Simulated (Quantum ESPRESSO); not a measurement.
# Al(100), stepped through the number of layers, part 6 of 7

Wanted: a table for Al(100) against the number of layers, and what can be fitted to it.

Quantum ESPRESSO 7.5; plane-wave DFT, PBE, GBRV ultrasoft pseudopotentials.

So far. Step 8 (Relaxation with pw.x, 12 layers):  On the free atoms the largest force ends at 0.024 eV/Å. Step 9 (Self-consistent run, 12 layers): Inside the slab this potential holds the local part of the pseudopotentials, which can be repulsive at the nuclei; only its value in the vacuum has a meaning of its own.

## 10. Relaxation with pw.x, 14 layers

System of this step: Al(100), 14 layers. The cell holds 14 atoms: 14 Al. Cell: a = 2.856 Å, b = 2.856 Å, c = 42.216 Å, α = 90.0°, β = 90.0°, γ = 90.0°. It derives from Al. Vacuum lies along c.

The input, m7.relax.in:

```
&control
  prefix = 'm7.relax'
  outdir = './out'
  pseudo_dir = './pseudo'
  nstep = 40
  forc_conv_thr = 0.001
  calculation = 'relax'
/
&system
  ibrav = 0
  nat = 14
  ntyp = 1
  ecutwfc = 40
  ecutrho = 200
  occupations = 'smearing'
  smearing = 'mv'
  degauss = 0.02
/
&electrons
  conv_thr = 1e-08
  mixing_beta = 0.4
  electron_maxstep = 120
  mixing_mode = 'local-TF'
/
&ions
/
ATOMIC_SPECIES
  Al  26.9815  al_pbe_v1.uspp.F.UPF
CELL_PARAMETERS angstrom
  2.85639291368519 0.00000000000000 0.00000000000000
  0.00000000000000 2.85639291368519 0.00000000000000
  0.00000000000000 0.00000000000000 42.21578684823457
ATOMIC_POSITIONS crystal
  Al  0.500000000000 0.500000000000 0.189013585351
  Al  0.000000000000 0.000000000000 0.236857649144
  Al  0.500000000000 0.500000000000 0.284701712936 0 0 0
  Al  0.000000000000 0.000000000000 0.332545776728 0 0 0
  Al  0.500000000000 0.500000000000 0.380389840520 0 0 0
  Al  0.000000000000 0.000000000000 0.428233904312 0 0 0
  Al  0.500000000000 0.500000000000 0.476077968104 0 0 0
  Al  0.000000000000 0.000000000000 0.523922031896 0 0 0
  Al  0.500000000000 0.500000000000 0.571766095688 0 0 0
  Al  0.000000000000 0.000000000000 0.619610159480 0 0 0
  Al  0.500000000000 0.500000000000 0.667454223272 0 0 0
  Al  0.000000000000 0.000000000000 0.715298287064 0 0 0
  Al  0.500000000000 0.500000000000 0.763142350856
  Al  0.000000000000 0.000000000000 0.810986414649
K_POINTS automatic
  12 12 1 0 0 0
```

Launch:

```bash
OMP_NUM_THREADS=1 mpirun -n 4 pw.x -nk 4 -in m7.relax.in > m7.relax.out
```

What it wrote:

```text
[banner, memory and clock lines left out]
Program PWSCF v.7.5 starts
[...]
Message from routine setup:
[...]
number of electrons       =        42.00
     number of Kohn-Sham states=           25
     kinetic-energy cutoff     =      40.0000  Ry
     charge density cutoff     =     200.0000  Ry
[...]
number of k points=    28  Marzari-Vanderbilt smearing, width (Ry)=  0.0200
[...]
Dense  grid:   110799 G-vectors     FFT dimensions: (  30,  30, 360)
[...]
negative rho (up, down):  1.821E-04 0.000E+00
     Starting wfcs are   56 randomized atomic wfcs
[...]
negative rho (up, down):  4.427E-06 0.000E+00
[...]
estimated scf accuracy    <       1.28762401 Ry
[...]
negative rho (up, down):  8.251E-04 0.000E+00
[...]
estimated scf accuracy    <       0.81561625 Ry
[...]
estimated scf accuracy    <       0.03089607 Ry
[...]
estimated scf accuracy    <       0.02372040 Ry
[...]
negative rho (up, down):  2.093E-04 0.000E+00
[...]
estimated scf accuracy    <       0.01254862 Ry
[...]
estimated scf accuracy    <       0.01812933 Ry
[...]
estimated scf accuracy    <       0.03213672 Ry
[...]
negative rho (up, down):  4.463E-03 0.000E+00
[...]
estimated scf accuracy    <       0.00132190 Ry
[...]
negative rho (up, down):  5.199E-03 0.000E+00
[...]
estimated scf accuracy    <       0.01938805 Ry
[...]
negative rho (up, down):  4.840E-03 0.000E+00
[...]
estimated scf accuracy    <       0.00794995 Ry
[...]
negative rho (up, down):  1.009E-03 0.000E+00
[...]
estimated scf accuracy    <       0.00102917 Ry
[...]
negative rho (up, down):  6.367E-04 0.000E+00
[...]
estimated scf accuracy    <       0.00242472 Ry
[...]
negative rho (up, down):  3.156E-04 0.000E+00
[...]
estimated scf accuracy    <       0.00149093 Ry
[...]
negative rho (up, down):  2.250E-04 0.000E+00
[...]
estimated scf accuracy    <       0.00003403 Ry
[...]
negative rho (up, down):  2.495E-04 0.000E+00
[...]
estimated scf accuracy    <       0.00002181 Ry
[...]
negative rho (up, down):  2.456E-04 0.000E+00
[...]
estimated scf accuracy    <       0.00001252 Ry
[...]
negative rho (up, down):  2.276E-04 0.000E+00
[...]
estimated scf accuracy    <       0.00000990 Ry
[...]
negative rho (up, down):  2.325E-04 0.000E+00
[...]
estimated scf accuracy    <       0.00000031 Ry
[...]
negative rho (up, down):  2.354E-04 0.000E+00
[...]
estimated scf accuracy    <       0.00000364 Ry
[...]
negative rho (up, down):  2.282E-04 0.000E+00
[...]
estimated scf accuracy    <       0.00000321 Ry
[...]
negative rho (up, down):  2.298E-04 0.000E+00
[...]
estimated scf accuracy    <       0.00000952 Ry
[...]
negative rho (up, down):  2.336E-04 0.000E+00
[...]
estimated scf accuracy    <       0.00000718 Ry
[...]
negative rho (up, down):  2.374E-04 0.000E+00
[...]
estimated scf accuracy    <       0.00000571 Ry
[...]
negative rho (up, down):  2.305E-04 0.000E+00
[...]
estimated scf accuracy    <       0.00000001 Ry
[...]
negative rho (up, down):  2.307E-04 0.000E+00
[...]
estimated scf accuracy    <       0.00000005 Ry
[...]
negative rho (up, down):  2.304E-04 0.000E+00
[...]
estimated scf accuracy    <       0.00000002 Ry
[...]
negative rho (up, down):  2.298E-04 0.000E+00
[...]
the Fermi energy is     3.9232 ev
!    total energy              =     -93.83867839 Ry
     estimated scf accuracy    <          9.9E-09 Ry
     smearing contrib. (-TS)   =      -0.00003041 Ry
     internal energy E=F+TS    =     -93.83864799 Ry
[...]
one-electron contribution =   -1060.72611416 Ry
     hartree contribution      =     545.20961967 Ry
     xc contribution           =     -59.90040596 Ry
     ewald contribution        =     481.57825246 Ry
     convergence has been achieved in  27 iterations
     negative rho (up, down):  2.298E-04 0.000E+00
[...]
Total force =     0.006162     Total SCF correction =     0.000139
[...]
negative rho (up, down):  2.294E-04 0.000E+00
[...]
negative rho (up, down):  2.270E-04 0.000E+00
[...]
estimated scf accuracy    <       0.00003686 Ry
[...]
negative rho (up, down):  2.217E-04 0.000E+00
[...]
estimated scf accuracy    <       0.00001929 Ry
[...]
negative rho (up, down):  2.231E-04 0.000E+00
[...]
estimated scf accuracy    <       0.00000226 Ry
[...]
negative rho (up, down):  2.233E-04 0.000E+00
[...]
estimated scf accuracy    <       0.00000011 Ry
[...]
negative rho (up, down):  2.236E-04 0.000E+00
[...]
estimated scf accuracy    <       0.00000006 Ry
[...]
negative rho (up, down):  2.250E-04 0.000E+00
[...]
estimated scf accuracy    <       0.00000002 Ry
[...]
negative rho (up, down):  2.253E-04 0.000E+00
[...]
estimated scf accuracy    <       0.00000006 Ry
[...]
negative rho (up, down):  2.274E-04 0.000E+00
[...]
estimated scf accuracy    <       0.00000002 Ry
[...]
negative rho (up, down):  2.285E-04 0.000E+00
[...]
estimated scf accuracy    <       0.00000007 Ry
[...]
negative rho (up, down):  2.289E-04 0.000E+00
[...]
estimated scf accuracy    <       0.00000007 Ry
[...]
negative rho (up, down):  2.289E-04 0.000E+00
[...]
estimated scf accuracy    <       0.00000002 Ry
[...]
negative rho (up, down):  2.296E-04 0.000E+00
[...]
the Fermi energy is     3.9236 ev
!    total energy              =     -93.83871387 Ry
     estimated scf accuracy    <          1.4E-09 Ry
     smearing contrib. (-TS)   =      -0.00003818 Ry
     internal energy E=F+TS    =     -93.83867569 Ry
[...]
one-electron contribution =   -1060.75391128 Ry
     hartree contribution      =     545.22479537 Ry
     xc contribution           =     -59.89972886 Ry
     ewald contribution        =     481.59016908 Ry
     convergence has been achieved in  12 iterations
     negative rho (up, down):  2.296E-04 0.000E+00
[...]
Total force =     0.005345     Total SCF correction =     0.000053
[...]
WARNING: bfgs curvature condition failed, Theta= 0.922
[...]
negative rho (up, down):  2.292E-04 0.000E+00
[...]
negative rho (up, down):  2.273E-04 0.000E+00
[...]
estimated scf accuracy    <       0.00002971 Ry
[...]
negative rho (up, down):  2.241E-04 0.000E+00
[...]
estimated scf accuracy    <       0.00001462 Ry
[...]
negative rho (up, down):  2.249E-04 0.000E+00
[...]
estimated scf accuracy    <       0.00000097 Ry
[...]
negative rho (up, down):  2.249E-04 0.000E+00
[...]
estimated scf accuracy    <       0.00000024 Ry
[...]
negative rho (up, down):  2.250E-04 0.000E+00
[...]
estimated scf accuracy    <       0.00000033 Ry
[...]
negative rho (up, down):  2.262E-04 0.000E+00
[...]
estimated scf accuracy    <       0.00000029 Ry
[...]
negative rho (up, down):  2.265E-04 0.000E+00
[...]
estimated scf accuracy    <       0.00000002 Ry
[...]
negative rho (up, down):  2.273E-04 0.000E+00
[...]
estimated scf accuracy    <       0.00000001 Ry
[...]
negative rho (up, down):  2.285E-04 0.000E+00
[...]
estimated scf accuracy    <          2.9E-09 Ry
[...]
negative rho (up, down):  2.288E-04 0.000E+00
[...]
estimated scf accuracy    <       0.00000001 Ry
[...]
negative rho (up, down):  2.291E-04 0.000E+00
[...]
estimated scf accuracy    <          5.9E-09 Ry
[...]
negative rho (up, down):  2.290E-04 0.000E+00
[...]
estimated scf accuracy    <          6.0E-09 Ry
[...]
negative rho (up, down):  2.291E-04 0.000E+00
[...]
estimated scf accuracy    <          3.2E-09 Ry
[...]
negative rho (up, down):  2.295E-04 0.000E+00
[...]
estimated scf accuracy    <          3.9E-10 Ry
[...]
negative rho (up, down):  2.294E-04 0.000E+00
[...]
estimated scf accuracy    <          3.0E-10 Ry
[...]
negative rho (up, down):  2.294E-04 0.000E+00
[...]
the Fermi energy is     3.9241 ev
!    total energy              =     -93.83874730 Ry
     estimated scf accuracy    <          7.4E-12 Ry
     smearing contrib. (-TS)   =      -0.00004638 Ry
     internal energy E=F+TS    =     -93.83870092 Ry
[...]
one-electron contribution =   -1060.77990608 Ry
     hartree contribution      =     545.23899459 Ry
     xc contribution           =     -59.89897121 Ry
     ewald contribution        =     481.60118178 Ry
     convergence has been achieved in  16 iterations
     negative rho (up, down):  2.294E-04 0.000E+00
[...]
Total force =     0.004438     Total SCF correction =     0.000003
[...]
negative rho (up, down):  2.288E-04 0.000E+00
[...]
negative rho (up, down):  2.268E-04 0.000E+00
[...]
estimated scf accuracy    <       0.00003538 Ry
[...]
negative rho (up, down):  2.245E-04 0.000E+00
[...]
estimated scf accuracy    <       0.00001613 Ry
[...]
negative rho (up, down):  2.253E-04 0.000E+00
[...]
estimated scf accuracy    <       0.00000074 Ry
[...]
negative rho (up, down):  2.253E-04 0.000E+00
[...]
estimated scf accuracy    <       0.00000021 Ry
[...]
negative rho (up, down):  2.255E-04 0.000E+00
[...]
estimated scf accuracy    <       0.00000022 Ry
[...]
negative rho (up, down):  2.276E-04 0.000E+00
[...]
estimated scf accuracy    <       0.00000015 Ry
[...]
negative rho (up, down):  2.278E-04 0.000E+00
[...]
estimated scf accuracy    <       0.00000016 Ry
[...]
negative rho (up, down):  2.276E-04 0.000E+00
[...]
estimated scf accuracy    <       0.00000019 Ry
[...]
negative rho (up, down):  2.277E-04 0.000E+00
[...]
estimated scf accuracy    <       0.00000007 Ry
[...]
negative rho (up, down):  2.278E-04 0.000E+00
[...]
estimated scf accuracy    <       0.00000005 Ry
[...]
negative rho (up, down):  2.282E-04 0.000E+00
[...]
estimated scf accuracy    <       0.00000002 Ry
[...]
negative rho (up, down):  2.283E-04 0.000E+00
[...]
estimated scf accuracy    <          4.2E-09 Ry
[...]
negative rho (up, down):  2.281E-04 0.000E+00
[...]
estimated scf accuracy    <       0.00000001 Ry
[...]
negative rho (up, down):  2.284E-04 0.000E+00
[...]
estimated scf accuracy    <          5.3E-09 Ry
[...]
negative rho (up, down):  2.289E-04 0.000E+00
[...]
estimated scf accuracy    <          8.9E-09 Ry
[...]
negative rho (up, down):  2.289E-04 0.000E+00
[...]
estimated scf accuracy    <          2.4E-09 Ry
[...]
negative rho (up, down):  2.291E-04 0.000E+00
[...]
the Fermi energy is     3.9248 ev
!    total energy              =     -93.83878624 Ry
     estimated scf accuracy    <          6.2E-11 Ry
     smearing contrib. (-TS)   =      -0.00005855 Ry
     internal energy E=F+TS    =     -93.83872769 Ry
[...]
one-electron contribution =   -1060.80887468 Ry
     hartree contribution      =     545.25464829 Ry
     xc contribution           =     -59.89781086 Ry
     ewald contribution        =     481.61330956 Ry
     convergence has been achieved in  17 iterations
     negative rho (up, down):  2.291E-04 0.000E+00
[...]
Total force =     0.003079     Total SCF correction =     0.000006
[...]
negative rho (up, down):  2.283E-04 0.000E+00
[...]
negative rho (up, down):  2.252E-04 0.000E+00
[...]
estimated scf accuracy    <       0.00007187 Ry
[...]
negative rho (up, down):  2.222E-04 0.000E+00
[...]
estimated scf accuracy    <       0.00003275 Ry
[...]
negative rho (up, down):  2.233E-04 0.000E+00
[...]
estimated scf accuracy    <       0.00000139 Ry
[...]
negative rho (up, down):  2.237E-04 0.000E+00
[...]
estimated scf accuracy    <       0.00000042 Ry
[...]
negative rho (up, down):  2.253E-04 0.000E+00
[...]
estimated scf accuracy    <       0.00000026 Ry
[...]
negative rho (up, down):  2.265E-04 0.000E+00
[...]
estimated scf accuracy    <       0.00000005 Ry
[...]
negative rho (up, down):  2.263E-04 0.000E+00
[...]
estimated scf accuracy    <       0.00000004 Ry
[...]
negative rho (up, down):  2.263E-04 0.000E+00
[...]
estimated scf accuracy    <       0.00000001 Ry
[...]
negative rho (up, down):  2.268E-04 0.000E+00
[...]
estimated scf accuracy    <       0.00000001 Ry
[...]
negative rho (up, down):  2.269E-04 0.000E+00
[...]
estimated scf accuracy    <       0.00000002 Ry
[...]
negative rho (up, down):  2.276E-04 0.000E+00
[...]
estimated scf accuracy    <          2.4E-09 Ry
[...]
negative rho (up, down):  2.283E-04 0.000E+00
[...]
estimated scf accuracy    <          3.9E-09 Ry
[...]
negative rho (up, down):  2.281E-04 0.000E+00
[...]
estimated scf accuracy    <          2.4E-09 Ry
[...]
negative rho (up, down):  2.282E-04 0.000E+00
[...]
estimated scf accuracy    <          7.9E-10 Ry
[...]
negative rho (up, down):  2.287E-04 0.000E+00
[...]
estimated scf accuracy    <          5.4E-10 Ry
[...]
negative rho (up, down):  2.287E-04 0.000E+00
[...]
estimated scf accuracy    <          1.3E-09 Ry
[...]
negative rho (up, down):  2.286E-04 0.000E+00
[...]
estimated scf accuracy    <          1.0E-09 Ry
[...]
negative rho (up, down):  2.287E-04 0.000E+00
[...]
the Fermi energy is     3.9259 ev
!    total energy              =     -93.83881859 Ry
     estimated scf accuracy    <          2.4E-11 Ry
     smearing contrib. (-TS)   =      -0.00007656 Ry
     internal energy E=F+TS    =     -93.83874203 Ry
[...]
one-electron contribution =   -1060.83269852 Ry
     hartree contribution      =     545.26810521 Ry
     xc contribution           =     -59.89602419 Ry
     ewald contribution        =     481.62187547 Ry
     convergence has been achieved in  18 iterations
     negative rho (up, down):  2.287E-04 0.000E+00
[...]
Total force =     0.001082     Total SCF correction =     0.000006
[...]
```

Elapsed: 6.5 min, on 4 MPI ranks of Arm Neoverse V1, shared host; peak memory 0.7 GiB; 26 min of CPU time.

Relaxation path:

| step | energy less that of the first step (eV) | largest force (eV/Å) |
| --- | --- | --- |
| 1 | 0.0000 | 0.0896 |
| 2 | -0.0005 | 0.0770 |
| 3 | -0.0009 | 0.0630 |
| 4 | -0.0015 | 0.0420 |
| 5 | -0.0019 | 0.0169 |

The atoms that moved most (Å):

| atom | dx | dy | dz | length |
| --- | --- | --- | --- | --- |
| Al2 | 0.000 | 0.000 | 0.011 | 0.011 |
| Al13 | 0.000 | 0.000 | -0.011 | 0.011 |
| Al14 | 0.000 | 0.000 | 0.009 | 0.009 |
| Al1 | 0.000 | 0.000 | -0.009 | 0.009 |

 On the free atoms the largest force ends at 0.017 eV/Å.

Numbers from this step:

| Property | Result |
| --- | --- |
| free energy | -1276.7422 eV |
| Fermi energy | 3.926 eV |

[end of part 6 of 7]

[Logs are printed without paths, hosts, clocks, repeated set-up lines and the standing remarks that a program may print on its own settings, such as how far it seeks lower states.]

[Hosts, paths, dates, database ids (printed as entryN), source tags and the programs' standing remarks are cut or masked in the printed files.]

[Maps of the electrostatic potential energy from Ansatz leave out the sawtooth potential of an applied field or a dipole correction, so their vacuum need not be flat; planar profiles and work functions include it.]
